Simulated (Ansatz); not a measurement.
# KSnCl3 (model cell, started as cubic perovskite with Sn in the octahedra): following an unstable mode, part 2 of 2

Wanted: the energy along a soft mode of KSnCl3 (model cell, started as cubic perovskite with Sn in the octahedra) and the structure at the end.

Ansatz 0.2.0; DFT PBEsol, scalar-relativistic, plane waves, PAW; PAW set soft_1.

So far, highest frequency on the path or at a solved wavevector (cm⁻¹): step 2 (phonons on a q mesh) 251. Also lowest frequency on the path (cm⁻¹): step 2 -61.3.

The structure was built from a prototype and need not be the compound's stable phase.

## Step 6: Relaxation from the frozen mode

Starting from the lowest point found, all atoms and the cell are let go, so that strain and other modes of the same symmetry can join in.

File input.yaml:

```yaml
crystal:
  lattice:
    - [-5.4819651111, 0.0, 0.0]
    - [0.0, -5.4819651111, -5.4819651111]
    - [0.0, -5.4819651111, 5.4819651111]
  atoms:
    - { symbol: K, position: [0.0, 0.5, 0.5] }
    - { symbol: K, position: [0.0, 0.0, 0.0] }
    - { symbol: Sn, position: [0.5, 0.0, 0.5] }
    - { symbol: Sn, position: [0.5, 0.5, 0.0] }
    - { symbol: Cl, position: [0.5, 0.3047249014, 0.3047249014] }
    - { symbol: Cl, position: [0.5, 0.6952750986, 0.6952750986] }
    - { symbol: Cl, position: [0.5, 0.8047249014, 0.1952750986] }
    - { symbol: Cl, position: [0.5, 0.1952750986, 0.8047249014] }
    - { symbol: Cl, position: [1.0, 0.0, 0.5] }
    - { symbol: Cl, position: [1.0, 0.5, 0.0] }
kpoints:
  mp_grid: { grid: [10, 8, 8] }
hamiltonian:
  xc: pbesol
  pseudopotentials: { kind: paw, azcp: { folder: soft_1 }, xc_functional: pbe }
scf:
  occupations: { method: fixed }
output:
  forces: true
  stress: true
  eigenvalues: true
relax:
  adjacent_minimum: "off"
  f_tol: 0.002
  max_steps: 120
  cell: { stress_tol: 0.03 }
```

Launch:

```sh
ansatz run input.yaml --threads 4 --pin off --max-ram 16384MiB --backend cpu --events-out ev --progress --plain --runs-dir out
```

Numbers of over 12 decimals in the logs are rounded to 6 here.

Log:

```text
[...]
Crystal: 10 atoms, lattice volume = 329.487 Å³
Basis set: ecut = 420 eV, 6407 PW (Γ), exchange–correlation on 80×108×108 points (8 copies of the dense FFT grid, shifted against one another)
Bands: 54, of which v1, the nominal top of the filled ones, is band 44 counted from 1 (43 counted from 0)
Symmetry: 16 space group operations
[...]
k-points: 90 of 640
[...]
SCF iter   1: F=—  HF=-21312.893803 eV  |F-HF|=—  |Δ(HF+E_count)|=         —  Δρ=3.44e-2  dr2=6.07e0  ethr=3.10e-3  ⟨swp⟩=5.2  Hψ=16963  notcnv=0  defer=606
[...]
SCF iter   8: F=-21310.154032 eV  HF=-21310.154032 eV  |F-HF|=2.01e-7  |Δ(HF+E_count)|=   3.26e-6  Δρ=5.02e-6  dr2=9.64e-8  ethr=1.14e-10  ⟨swp⟩=18.5  Hψ=37498  notcnv=0
SCF 1 converged in 8 iterations: F = -21310.154032 eV  dr2 = 9.64e-8
[...]
relax step   1: F+E_penalty+E_count = -21310.15403180 eV  Δ(F+E_penalty+E_count) = +0.000e0 eV  max|allowed force component| = 1.084e-1 eV/Å  Δτ_max = 0.0000 Å  P = -0.731 GPa  Ω = 329.487 Å³  (8 SCF iters, dr2 threshold 1.00e-7 eV, accepted)
Crystal: 10 atoms, lattice volume = 322.224 Å³
Basis set: ecut = 420 eV, 6295 PW (Γ), exchange–correlation on 80×108×108 points (8 copies of the dense FFT grid, shifted against one another)
[...]
iter 1 solved again at ethr=1.12e-5 eV; its pass at ethr=3.10e-3 eV (dr2=9.88e-3 eV) is discarded
[...]
SCF iter   5: F=-21310.218477 eV  HF=-21310.218476 eV  |F-HF|=1.22e-6  |Δ(HF+E_count)|=   2.82e-6  Δρ=1.80e-5  dr2=8.67e-7  ethr=1.14e-9  ⟨swp⟩=15.2  Hψ=35948  notcnv=0
SCF 2 converged in 5 iterations: F = -21310.218477 eV  dr2 = 8.67e-7
relax step   2: F+E_penalty+E_count = -21310.21847687 eV  Δ(F+E_penalty+E_count) = -6.445e-2 eV  max|allowed force component| = 1.169e-1 eV/Å  Δτ_max = 0.0670 Å  P = -0.379 GPa  Ω = 322.224 Å³  energy of the carried Pulay correction = +1.831e-4 eV  (5 SCF iters, dr2 threshold 1.00e-6 eV, accepted)
Crystal: 10 atoms, lattice volume = 312.453 Å³
Basis set: ecut = 420 eV, 6115 PW (Γ), exchange–correlation on 80×108×108 points (8 copies of the dense FFT grid, shifted against one another)
[...]
SCF iter   6: F=-21310.296869 eV  HF=-21310.296869 eV  |F-HF|=1.94e-7  |Δ(HF+E_count)|=   5.78e-6  Δρ=7.20e-6  dr2=1.71e-7  ethr=9.71e-10  ⟨swp⟩=17.2  Hψ=32172  notcnv=0
SCF 3 converged in 6 iterations: F = -21310.296869 eV  dr2 = 1.71e-7
relax step   3: F+E_penalty+E_count = -21310.29686922 eV  Δ(F+E_penalty+E_count) = -7.839e-2 eV  max|allowed force component| = 3.613e-3 eV/Å  Δτ_max = 0.1965 Å  P = -0.124 GPa  Ω = 312.453 Å³  energy of the carried Pulay correction = +4.361e-4 eV  (6 SCF iters, dr2 threshold 8.54e-7 eV, accepted)
[...]
relax step   4: F+E_penalty+E_count = -21310.29831732 eV  Δ(F+E_penalty+E_count) = -1.448e-3 eV  max|allowed force component| = 1.465e-2 eV/Å  Δτ_max = 0.0245 Å  P = -0.001 GPa  Ω = 310.163 Å³  energy of the carried Pulay correction = +4.965e-4 eV  (5 SCF iters, dr2 threshold 9.31e-8 eV, accepted)
[...]
relax step   5: F+E_penalty+E_count = -21310.29859472 eV  Δ(F+E_penalty+E_count) = -2.774e-4 eV  max|allowed force component| = 2.975e-3 eV/Å  Δτ_max = 0.0119 Å  P = +0.012 GPa  Ω = 310.336 Å³  energy of the carried Pulay correction = +4.919e-4 eV  (6 SCF iters, dr2 threshold 1.34e-8 eV, accepted)
[...]
relax step   6: F+E_penalty+E_count = -21310.29860420 eV  Δ(F+E_penalty+E_count) = -9.482e-6 eV  max|allowed force component| = 8.858e-5 eV/Å  Δτ_max = 0.0017 Å  P = -0.004 GPa  Ω = 310.469 Å³  energy of the carried Pulay correction = +4.884e-4 eV  (5 SCF iters, dr2 threshold 5.53e-10 eV, accepted)
[...]
SCF iter   5: F=-21310.298216 eV  HF=-21310.298216 eV  |F-HF|=7.28e-12  |Δ(HF+E_count)|=  8.00e-11  Δρ=5.35e-8  dr2=3.83e-12  ethr=1.00e-12  ⟨swp⟩=17.7  Hψ=32277  notcnv=0
SCF 7 converged in 5 iterations: F = -21310.298216 eV  dr2 = 3.83e-12
relax step   7: F+E_penalty+E_count = -21310.29821629 eV  Δ(F+E_penalty+E_count) = +3.879e-4 eV  max|allowed force component| = 7.978e-5 eV/Å  Δτ_max = 0.0000 Å  P = -0.005 GPa  Ω = 310.469 Å³  stress off target by 6.43e-3 GPa  SCF on the basis re-selected at this cell (its energy is not comparable with the rows above)  (5 SCF iters)
basis re-selected at this cell: Δ(F+E_penalty+E_count) = +3.879e-4 eV, ΔP = -0.001 GPa vs the last step (what re-selecting the basis moved, of the pressure what is left beyond the Pulay correction that the steps carried, after the strain that the cell walked since its last selection, with what the two solves' SCF thresholds leave and, on support functions, any second-order correction that the steps lacked; it is no m [...]
SCF converged after 5 iterations
Free energy (F): -21310.298216 eV
[...]
Internal energy: -21310.298216 eV  (E = F + TS)
E sigma→0 (E₀):  -21310.298216 eV
Fermi energy:    4.463281 eV
[...]
--- Forces (eV/Å), atoms counted from 1 ---
  atom   1  K      0.00000000    -0.00000000     0.00000000
  atom   2  K      0.00000000     0.00000000    -0.00000000
  atom   3  Sn    -0.00000000     0.00000000     0.00000000
  atom   4  Sn    -0.00000000     0.00000000    -0.00000000
  atom   5  Cl     0.00000000     0.00007978     0.00000000
  atom   6  Cl    -0.00000000    -0.00007978    -0.00000000
  atom   7  Cl    -0.00000000     0.00000000     0.00007978
  atom   8  Cl     0.00000000     0.00000000    -0.00007978
  atom   9  Cl     0.00000000     0.00000000     0.00000000
  atom  10  Cl     0.00000000     0.00000000     0.00000000
  max |Σ_I F_I| component: 5.20e-18 eV/Å
--- Stress (GPa, compression-positive) ---
       -0.006429      -0.000000      -0.000000
       -0.000000      -0.004329      -0.000000
       -0.000000      -0.000000      -0.004329
  P = ⅓ Tr σ = -0.0050 GPa (-0.050 kbar)
--- Band table (eV; the first three rows and the last of 90) ---
  k-point 0: bands = [... 40 lower, 1.3573, 1.3573, 1.3939, 3.3715, 6.2546, 6.2546, 6.9011, 8.6931, ... 6 higher]
  k-point 1: bands = [... 40 lower, 1.1476, 1.3472, 1.6038, 3.2317, 6.3188, 6.3986, 6.9962, 8.6906, ... 6 higher]
  k-point 2: bands = [... 40 lower, 1.0186, 1.3135, 1.7913, 2.8937, 6.5273, 6.7577, 7.2512, 8.4180, ... 6 higher]
  k-point 89: bands = [... 40 lower, 1.3223, 1.3223, 3.4617, 3.4617, 5.8962, 5.8962, 5.9651, 5.9651, ... 6 higher]
--- Relaxed structure (6 steps of the walk, 6 accepted, 1 SCFs on fresh bases) ---
  F+E_penalty+E_count = -21310.29821629 eV   max|allowed force component| = 7.978e-5 eV/Å   (the final SCF, on the basis selected at the relaxed cell)
  cell:  # Å, volume = 310.4691 Å³
    - [-5.514131, 0, 0]
    - [0, -5.305859, -5.305859]
    - [0, -5.305859, 5.305859]
  atoms:
    - { symbol: K, position: [0, 0.5, 0.5] }
    - { symbol: K, position: [0, 2.5315352298967427e-19, 0] }
    - { symbol: Sn, position: [0.5, 0.0, 0.5] }
    - { symbol: Sn, position: [0.5, 0.5, 0.0] }
    - { symbol: Cl, position: [0.5, 0.330063, 0.330063] }
    - { symbol: Cl, position: [0.5, 0.669937, 0.669937] }
    - { symbol: Cl, position: [0.5, 0.830063, 0.169937] }
    - { symbol: Cl, position: [0.5, 0.169937, 0.830063] }
    - { symbol: Cl, position: [1.0, 0.0, 0.5] }
    - { symbol: Cl, position: [1.0, 0.5, 0.0] }
```

Elapsed: 3 min, on 4 threads of Arm Neoverse V1, shared host; peak memory 1.5 GiB.

Relaxation path:

| step | energy less that of the first step (eV) | largest force component (eV/Å) | pressure (GPa) | volume (Å³) |
| --- | --- | --- | --- | --- |
| 1 | 0.0000 | 0.1084 | -0.73 | 329.49 |
| 2 | -0.0644 | 0.1169 | -0.38 | 322.22 |
| 3 | -0.1428 | 0.0036 | -0.12 | 312.45 |
| 4 | -0.1443 | 0.0146 | 0.00 | 310.16 |
| 5 | -0.1446 | 0.0030 | 0.01 | 310.34 |
| 6 | -0.1446 | 0.0001 | 0.00 | 310.47 |
| 7* | -0.1442 | 0.0001 | -0.01 | 310.47 |

Relaxation steps marked * repeat the geometry before them on a plane-wave basis chosen anew for their cell, so energy and pressure can jump there.

The run keeps the 16 symmetry operations that it works with, so distortions that break them were not tested.

| cell as run | before | after | change |
| --- | --- | --- | --- |
| a (Å) | 5.482 | 5.514 | +0.6 % |
| b (Å) | 7.753 | 7.504 | -3.2 % |
| c (Å) | 7.753 | 7.504 | -3.2 % |
| volume (Å³/atom) | 32.95 | 31.05 | -5.8 % |

The atoms that moved most (Å, as changes of fractional coordinates times the final cell):

| atom | dx | dy | dz | length |
| --- | --- | --- | --- | --- |
| Cl8 | 0.000 | 0.000 | 0.269 | 0.269 |
| Cl7 | 0.000 | 0.000 | -0.269 | 0.269 |
| Cl5 | 0.000 | -0.269 | 0.000 | 0.269 |
| Cl6 | 0.000 | 0.269 | 0.000 | 0.269 |

Numbers from this step:

```yaml
pressure: -0.005029 GPa
gap_on_the_k_mesh: 1.009 eV
volume_per_atom: 31.05 Å³
```

The distorted start has space group P4/mbm; the relaxation ends in P4/mbm.

## Step 7: The new phase in its own primitive cell

The relaxed structure is symmetrised, reduced to its primitive cell and relaxed tightly, as its phonons need.

File input.yaml:

```yaml
crystal:
  lattice:
    - [7.5036171918, 0.0, 0.0]
    - [0.0, 7.5036171918, 0.0]
    - [0.0, 0.0, 5.5141308604]
  atoms:
    - { symbol: K, position: [0.5, 0.0, 0.0] }
    - { symbol: K, position: [0.0, 0.5, 0.0] }
    - { symbol: Sn, position: [0.0, 0.0, 0.5] }
    - { symbol: Sn, position: [0.5, 0.5, 0.5] }
    - { symbol: Cl, position: [0.3300628461, 0.8300628461, 0.5] }
    - { symbol: Cl, position: [0.6699371539, 0.1699371539, 0.5] }
    - { symbol: Cl, position: [0.8300628461, 0.6699371539, 0.5] }
    - { symbol: Cl, position: [0.1699371539, 0.3300628461, 0.5] }
    - { symbol: Cl, position: [0.0, 0.0, 0.0] }
    - { symbol: Cl, position: [0.5, 0.5, 0.0] }
kpoints:
  mp_grid: { grid: [6, 6, 8] }
hamiltonian:
  xc: pbesol
  pseudopotentials: { kind: paw, azcp: { folder: soft_1 }, xc_functional: pbe }
scf:
  occupations: { method: fixed }
output:
  forces: true
  stress: true
  eigenvalues: true
relax:
  adjacent_minimum: "off"
  f_tol: 0.001
  max_steps: 60
  cell: { stress_tol: 0.01 }
```

Log:

```text
[...]
Crystal: 10 atoms, lattice volume = 310.469 Å³
Basis set: ecut = 420 eV, 6107 PW (Γ), exchange–correlation on 108×108×80 points (8 copies of the dense FFT grid, shifted against one another)
Bands: 54, of which v1, the nominal top of the filled ones, is band 44 counted from 1 (43 counted from 0)
Symmetry: 16 space group operations
[...]
k-points: 50 of 288
[...]
- { symbol: Sn, position: [0.0, 0.0, 0.5] }
    - { symbol: Sn, position: [0.500000, 0.500000, 0.5] }
    - { symbol: Cl, position: [0.3300628461, 0.830063, 0.5] }
    - { symbol: Cl, position: [0.6699371539, 0.1699371539, 0.5] }
    - { symbol: Cl, position: [0.830063, 0.6699371539, 0.5] }
    - { symbol: Cl, position: [0.1699371539, 0.3300628461, 0.5] }
    - { symbol: Cl, position: [0.0, 0.0, 0.0] }
    - { symbol: Cl, position: [0.500000, 0.500000, 0.0] }
[key lines of the parts left out:]
SCF converged after 7 iterations
Free energy (F): -21310.297707 eV
Fermi energy:    4.463328 eV
P = ⅓ Tr σ = -0.0026 GPa (-0.026 kbar)
```

It took 35 s on 4 threads; peak memory 1.1 GiB; 2.3 min of CPU time.

Little changed from the start: no atom moved by 0.005 Å and no cell edge by 0.1 %.

This step gave:

```yaml
pressure: -0.002643 GPa
direct_gap_on_mesh: 1.009 eV
```

The largest force component left is 0.053 meV/Å and the pressure is -0.003 GPa, within the tolerances set. The cell now holds 31.05 Å³/atom.

## Step 8: The phases reached

The phases reached along the modes that were followed are set side by side.

Energies are those of the first relaxation, on the mesh of the frozen mode; space group, volume and gap are those of the last relaxation. Phases, by row:

| mode frozen in | space group | energy from parent (meV/atom) | volume (Å³/atom) | gap on mesh (eV) | lowest zone-centre optical mode (cm⁻¹) | largest shift (Å) |
| --- | --- | --- | --- | --- | --- | --- |
| parent | Pm-3m | 0 | 32.95 | 0.504 | – | – |
| q = (0, 0, 0), 61i cm⁻¹ | P4mm | -20.34 | 34.32 | 1.49 | -12.1 | 0.8 |
| q = (0, 0, 0), 61i cm⁻¹ | R3m | -15.66 | 33.63 | 1.254 | -29.4 | 0.73 |
| q = (0, 0, 0), 61i cm⁻¹ | Amm2 | -21.64 | 34.93 | 1.188 | -33.9 | 1.113 |
| q = (0, -0.5, -0.5), 60i cm⁻¹ | P4/mbm | -37.69 | 31.05 | 1.009 | – | 0.85 |

## Step 9: What came out

```json
{"unstable mode of the parent": "q = (0, -0.5, -0.5), 60i cm⁻¹", "depth at the lowest point sampled": "23.3 meV/atom", "largest atomic shift at that point": "0.6 Å", "space group reached (within 0.01 Å)": "P4/mbm", "energy gained over the parent (first relaxation, on the mesh of the frozen mode)": "37.7 meV/atom", "volume per atom, phase reached": "31.0 Å³", "gap on the k-mesh, phase reached": "1.01 eV"}
```

In words: Along this mode the structure falls into P4/mbm, 37.7 meV/atom below the parent. At the parent's cell the well is 23.27 meV/atom deep on the steps tried, with its lowest point at a shift of 0.6 Å. That is the last step tried, so the steps alone don't bracket the bottom of the well. Relaxing atoms and cell changes the gain by +14.42 meV/atom against the lowest step (energies at zero smearing). The modes of the phase reached were not computed on this path. Of the 4 patterns followed to their end from this parent, this one reaches the lowest energy. Each path keeps the symmetry of its pattern, so a lower phase may lie along a pattern not tried. Spin-orbit coupling is left out, which can matter for the heavy elements here. The PAW files were made for PBE and serve the other functionals too. The starting cell was built on a prototype and not taken from a measurement, so the phase need not exist.

[Logs are printed without paths, hosts, clocks, repeated set-up lines and the standing remarks that a program may print on its own settings, such as how far it seeks lower states.]

[Hosts, paths, dates, database ids (printed as entryN), source tags and the programs' standing remarks are cut or masked in the printed files.]
